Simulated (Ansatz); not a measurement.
# Work function of Au(110): what the settings cost and change

Aim: the numerical settings behind the work function of Au(110), with the cost of each.

Main program and level: Ansatz 0.2.0; plane-wave DFT, PBE, Ansatz PAW.

This is a report of a sequence of runs, with most program output left out.

**1. Set-up**

The cell holds 7 atoms: 7 Au. Cell: a = 4.080 Å, b = 2.885 Å, c = 26.655 Å, α = 90.0°, β = 90.0°, γ = 90.0°. Vacuum lies along c.

**2. Slab, setting cutoff 200 eV**

A work function rests on the faint tail of the density, so the SCF threshold is tight. The cutoff is raised first; then mesh and smearing are varied at the default cutoff.

Contents of input.yaml:

```yaml
crystal:
  lattice:
    - [4.08, 0.0, 0.0]
    - [0.0, 2.8849956672, 0.0]
    - [0.0, 0.0, 26.6549870017]
  atoms:
    - { symbol: Au, position: [0.0, 0.0, 0.3376478855] }
    - { symbol: Au, position: [0.5, 0.5, 0.391765257] }
    - { symbol: Au, position: [0.0, 0.0, 0.4458826285] }
    - { symbol: Au, position: [0.5, 0.5, 0.5] }
    - { symbol: Au, position: [0.0, 0.0, 0.5541173715] }
    - { symbol: Au, position: [0.5, 0.5, 0.608234743] }
    - { symbol: Au, position: [0.0, 0.0, 0.6623521145] }
kpoints:
  mp_grid: { grid: [10, 14, 1] }
hamiltonian:
  xc: pbe
scf:
  occupations: { method: fermi_dirac, width: 0.1 }
  convergence: { dr2_threshold: 1.0e-09 }
efield:
  axis: 3
  dipole_correction: true
  ramp_position: 0.97
  ramp_width: 0.06
basis:
  ecutwfc: "200 eV"
output:
  write_potential: true
  write_density: true
  volumetric_format: npy
  elf: true
```

Launch:

```
ansatz run input.yaml --threads 2 --pin off --max-ram 3072MiB --backend cpu --events-out ev --progress --plain --runs-dir out
```

Wall time 75 s (2 threads of Arm Neoverse N1, shared host); peak memory 0.62 GiB; 2.3 min of CPU time.

Numbers from this step:

```
energy at zero smearing   : -91975.9934 eV
work function, upper face : 5.351 eV
```

Running mean over 1.442 Å of the planar mean; the ramp of the sawtooth is left out. Electron's electrostatic potential energy less the Fermi level against z:

| z (Å) | electron's electrostatic potential energy less the Fermi level (eV) |
| --- | --- |
| 4 | 5.26 |
| 5 | 5.20 |
| 6 | 5.10 |
| 7 | 4.73 |
| 8 | 0.622 |
| 9 | -7.24 |
| 10 | -8.62 |
| 11 | -8.88 |
| 12 | -8.94 |
| 13 | -8.94 |
| 14 | -8.94 |
| 15 | -8.92 |
| 16 | -8.82 |
| 17 | -8.45 |
| 18 | -5.15 |
| 19 | 3.09 |
| 20 | 4.94 |
| 21 | 5.14 |
| 22 | 5.22 |
| 23 | 5.28 |

Valence density in the ca plane at fractional y = 0.000, with atoms of Au within 0.2 Å of it. It is the smooth field of the valence electrons, not physical close to the nuclei.

Values in units of 1e0 e/Å³, 6 rows by 16 columns, each cell a mean:
```
0.0 1.2 6.7 1.1 1.7 6.5 0.8 2.4 6.1 0.5 3.2 5.5 0.2 0.0 0.0 0.0
0.0 0.1 0.7 0.3 0.3 0.7 0.2 0.3 0.6 0.2 0.4 0.5 0.1 0.0 0.0 0.0
0.0 0.0 0.1 0.2 0.2 0.1 0.2 0.2 0.1 0.2 0.2 0.1 0.0 0.0 0.0 0.0
0.0 0.0 0.1 0.2 0.2 0.2 0.2 0.2 0.2 0.2 0.2 0.1 0.0 0.0 0.0 0.0
0.0 0.3 1.7 0.4 0.5 1.6 0.3 0.7 1.5 0.3 0.8 1.3 0.1 0.0 0.0 0.0
0.0 1.6 9.1 1.5 2.4 8.9 1.0 3.3 8.3 0.7 4.4 7.5 0.3 0.0 0.0 0.0
```
Columns run along c (16.0 Å, from fractional 0.25 to 0.85 of the cell), rows up along a (4.1 Å). Atoms in or near the plane, at fractional coordinates: Au at (0.34, 0.00), Au at (0.45, 0.00), Au at (0.55, 0.00), Au at (0.66, 0.00).

Electrostatic potential energy in the ca plane at fractional y = 0.000, with atoms of Au within 0.2 Å of it. With pseudopotentials it is smooth inside the atoms' cores, unlike the true potential.

Ten even steps from '0' (-49 eV) to '9' (10 eV), each cell a mean:
```
99985100269850002788500027984000379999999999
99997422589974225899742268997423689999999999
99999877899988778999887789998877899999999999
99999999999999999999999999999999999999999999
99999999999999999999999999999999999999999999
99999999999999999999999999999999999999999999
99999999999999999999999999999999999999999999
99999988999998889999988899999888999999999999
99998645789986457899864578998645799999999999
99996200379862003798610047985101489999999999
99985000168840001688400016884000279999999999
```
Columns run along c (16.0 Å, from fractional 0.25 to 0.85 of the cell; values clipped at the 3rd and 97th percentile), rows up along a (4.1 Å). Atoms in or near the plane, at fractional coordinates: Au at (0.34, 0.00), Au at (0.45, 0.00), Au at (0.55, 0.00), Au at (0.66, 0.00).

ELF in the ca plane at fractional y = 0.000, with atoms of Au within 0.2 Å of it. It is the smooth field of the valence electrons, not physical close to the nuclei.

Ten even steps from '0' (0.00) to '9' (0.77), each cell a mean:
```
00235788642257886322578863235787642100000000
00124666522235665222356642224666532000000000
00023344222223432222234322222344321000000000
00001222232332112323221123232222210000000000
00000111233331112333211123332111000000000000
00000000233331002333210023333100000000000000
00001221233332112333321123333212100000000000
00012332222222222222222222222233221000000000
00123555422224553222245532223555432000000000
00135677632246776322467753225677642100000000
00236799752257997423679864236798642100000000
```
Columns run along c (16.0 Å, from fractional 0.25 to 0.85 of the cell), rows up along a (4.1 Å). Atoms in or near the plane, at fractional coordinates: Au at (0.34, 0.00), Au at (0.45, 0.00), Au at (0.55, 0.00), Au at (0.66, 0.00).

The work function is 5.351 eV. The program marks this work function as in doubt.

**3. Slab**

Changes to input.yaml since step 2:

```diff
@@ -26,3 +26,3 @@
 basis:
-  ecutwfc: "200 eV"
+  ecutwfc: "300 eV"
 output:
@@ -31,2 +31 @@
   volumetric_format: npy
-  elf: true
```

Elapsed: 1.9 min, on 2 threads; peak memory 0.92 GiB.

The work function is 4.944 eV, -0.407 eV from the run “cutoff 200 eV”, at 1.5 times its CPU time.

**4. Slab**

Changes to input.yaml since step 3:

```diff
@@ -26,3 +26,3 @@
 basis:
-  ecutwfc: "300 eV"
+  ecutwfc: "420 eV"
 output:
```

Elapsed: 3 min, on 2 threads; peak memory 1.4 GiB; 5 min of CPU time.

The work function is 4.944 eV, -0.408 eV from the run “cutoff 200 eV”, at 2.2 times its CPU time.

**5. Run**

Changes to input.yaml since step 4:

```diff
@@ -26,3 +26,3 @@
 basis:
-  ecutwfc: "420 eV"
+  ecutwfc: "600 eV"
 output:
```

It took 5 min on 2 threads; peak memory 2.1 GiB.

The work function is 4.944 eV, +0.000 eV from the run “cutoff 420 eV”, at 1.7 times its CPU time.

**6. Slab**

Changes to input.yaml since step 5:

```diff
@@ -14,3 +14,3 @@
 kpoints:
-  mp_grid: { grid: [10, 14, 1] }
+  mp_grid: { grid: [2, 2, 1] }
 hamiltonian:
@@ -25,4 +25,2 @@
   ramp_width: 0.06
-basis:
-  ecutwfc: "600 eV"
 output:
```

It took 12 s on 2 threads; peak memory 0.56 GiB; 16 s of CPU time.

The work function is 4.632 eV, -0.312 eV from the run “cutoff 420 eV”, at 0.053 times its CPU time.

**7. Run**

Changes to input.yaml since step 6:

```diff
@@ -14,3 +14,3 @@
 kpoints:
-  mp_grid: { grid: [2, 2, 1] }
+  mp_grid: { grid: [3, 5, 1] }
 hamiltonian:
```

It took 30 s on 2 threads; peak memory 0.59 GiB.

The work function is 4.948 eV, +0.004 eV from the run “cutoff 420 eV”, at 0.13 times its CPU time.

**8. Slab**

Changes to input.yaml since step 7:

```diff
@@ -14,3 +14,3 @@
 kpoints:
-  mp_grid: { grid: [3, 5, 1] }
+  mp_grid: { grid: [7, 9, 1] }
 hamiltonian:
```

The job ended after 84 s (2 threads; peak memory 0.83 GiB; 2.3 min of CPU time).

The work function is 4.963 eV, +0.020 eV from the run “cutoff 420 eV”, at 0.47 times its CPU time.

**9. Slab**

Changes to input.yaml since step 8:

```diff
@@ -14,3 +14,3 @@
 kpoints:
-  mp_grid: { grid: [7, 9, 1] }
+  mp_grid: { grid: [15, 21, 1] }
 hamiltonian:
```

Run time: 5.6 min. Hardware: 2 threads; peak memory 2.1 GiB; 10 min of CPU time.

The work function is 4.957 eV, +0.013 eV from the run “cutoff 420 eV”, at 2.0 times its CPU time.

**10. Slab**

Changes to input.yaml since step 9:

```diff
@@ -14,3 +14,3 @@
 kpoints:
-  mp_grid: { grid: [15, 21, 1] }
+  mp_grid: { grid: [10, 14, 1] }
 hamiltonian:
@@ -18,3 +18,3 @@
 scf:
-  occupations: { method: fermi_dirac, width: 0.1 }
+  occupations: { method: gaussian, width: 0.05 }
   convergence: { dr2_threshold: 1.0e-09 }
```

It took 2.9 min on 2 threads; peak memory 1.4 GiB.

The work function is 4.924 eV, -0.020 eV from the run “cutoff 420 eV”, at 1.0 times its CPU time.

**11. Run**

Changes to input.yaml since step 10:

```diff
@@ -18,3 +18,3 @@
 scf:
-  occupations: { method: gaussian, width: 0.05 }
+  occupations: { method: methfessel_paxton, width: 0.2 }
   convergence: { dr2_threshold: 1.0e-09 }
```

Wall time 2.9 min (2 threads); peak memory 1.4 GiB.

The work function is 4.935 eV, -0.009 eV from the run “cutoff 420 eV”, at 1.0 times its CPU time.

**12. Slab**

Changes to input.yaml since step 11:

```diff
@@ -18,3 +18,3 @@
 scf:
-  occupations: { method: methfessel_paxton, width: 0.2 }
+  occupations: { method: fermi_dirac, width: 0.3 }
   convergence: { dr2_threshold: 1.0e-09 }
```

Run time: 3.4 min. Hardware: 2 threads; peak memory 1.5 GiB.

The work function is 4.986 eV, +0.042 eV from the run “cutoff 420 eV”, at 1.2 times its CPU time.

**13. Slab**

Changes to input.yaml since step 12:

```diff
@@ -18,3 +18,3 @@
 scf:
-  occupations: { method: fermi_dirac, width: 0.3 }
+  occupations: { method: cold, width: 0.1 }
   convergence: { dr2_threshold: 1.0e-09 }
```

It took 2.7 min on 2 threads; peak memory 1.4 GiB; 5 min of CPU time.

The work function is 4.929 eV, -0.015 eV from the run “cutoff 420 eV”, at 1.00 times its CPU time.

**14. Side by side**

Times are for 2 threads of Arm Neoverse N1, shared host. The runs compared:

| no. | setting | work function, upper face (eV) | time | memory (GiB) |
| --- | --- | --- | --- | --- |
| 1 | cutoff 200 eV | 5.351 | 75 s | 0.62 |
| 2 | cutoff 300 eV | 4.944 | 1.9 min | 0.92 |
| 3 | cutoff 420 eV | 4.944 | 3 min | 1.4 |
| 4 | cutoff 600 eV | 4.944 | 5 min | 2.1 |
| 5 | mesh 2x2 | 4.632 | 12 s | 0.56 |
| 6 | mesh 3x5 | 4.948 | 30 s | 0.59 |
| 7 | mesh 7x9 | 4.963 | 84 s | 0.83 |
| 8 | mesh 15x21 | 4.957 | 5.6 min | 2.1 |
| 9 | Gaussian smearing 0.05 eV | 4.924 | 2.9 min | 1.4 |
| 10 | methfessel_paxton smearing 0.2 eV | 4.935 | 2.9 min | 1.4 |
| 11 | fermi_dirac smearing 0.3 eV | 4.986 | 3.4 min | 1.5 |
| 12 | cold smearing 0.1 eV | 4.929 | 2.7 min | 1.4 |

**15. The same run with other settings**

An input spoilt on purpose, to show how the run answers: it repeats the earlier run “cutoff 200 eV” with crystal.lattice to [[7.71008249, 0.0, 0.0], [0.0, 5.45185161, 0.0], [0.0, 0.0, 50.37062463]], and scf.max_iter set to 80; its output block differs too.

The cell differs from the one that the last finished run ended in (a 4.080 → 7.710 Å, b 2.885 → 5.452 Å, c 26.655 → 50.371 Å).

input.yaml, the sections that differ from step 13:

```yaml
crystal:
  lattice:
    - [7.71008249, 0.0, 0.0]
    - [0.0, 5.45185161, 0.0]
    - [0.0, 0.0, 50.37062463]
  atoms:
    - { symbol: Au, position: [0.0, 0.0, 0.3376478855] }
    - { symbol: Au, position: [0.5, 0.5, 0.391765257] }
    - { symbol: Au, position: [0.0, 0.0, 0.4458826285] }
    - { symbol: Au, position: [0.5, 0.5, 0.5] }
    - { symbol: Au, position: [0.0, 0.0, 0.5541173715] }
    - { symbol: Au, position: [0.5, 0.5, 0.608234743] }
    - { symbol: Au, position: [0.0, 0.0, 0.6623521145] }
scf:
  occupations: { method: fermi_dirac, width: 0.1 }
  convergence: { dr2_threshold: 1.0e-09 }
  max_iter: 80
basis:
  ecutwfc: "200 eV"
# kpoints, hamiltonian, efield, output: as in step 13
```

Elapsed: 7.5 min, on 2 threads; peak memory 2.7 GiB.

| quantity | this run | earlier run | difference |
| --- | --- | --- | --- |
| work function, upper face (eV) | 5.901 | 5.351 | 0.55 |

It moves by +0.55 eV.

The fault (a lattice typed in bohr) shows in the results, which are not taken further.

**16. Outcome**

- work function, cutoff 200 eV: 5.351 eV
- work function, cutoff 420 eV: 4.944 eV
- work function, cutoff 600 eV: 4.944 eV
- work function, mesh 2x2: 4.632 eV

In words: The run at the highest cutoff gives 4.94 eV, and the settings tried spread the value from 4.63 to 5.35 eV. Against 600 eV, a cutoff of 200 eV is off by +0.408 eV. Against 600 eV, a cutoff of 420 eV is off by -0.000 eV. Against the finest mesh, 15 points along a, the coarser ones are off by -0.33 (2), -0.01 (3) and +0.01 (7) eV. The smearing schemes and widths spread it over 0.06 eV. The program marks the value as in doubt in “cutoff 200 eV”. A compiled measured value is 5.16 eV (arxiv:1902.07811, 2019), but the real face reconstructs and these slabs don't, so it is no test of the method. The ladder's slabs use the tabulated experimental lattice constant (two decimals; a low-temperature value for the alkali metals). In 1 run of the series (cutoff 200 eV) the program warns that electrons reach the sawtooth's ramp, which makes dipole and work function less sure.

[Logs are printed without paths, hosts, clocks, repeated set-up lines and the standing remarks that a program may print on its own settings, such as how far it seeks lower states.]

[Hosts, paths, dates, database ids (printed as entryN), source tags and the programs' standing remarks are cut or masked in the printed files.]

[Maps of the electrostatic potential energy from Ansatz leave out the sawtooth potential of an applied field or a dipole correction, so their vacuum need not be flat; planar profiles and work functions include it.]
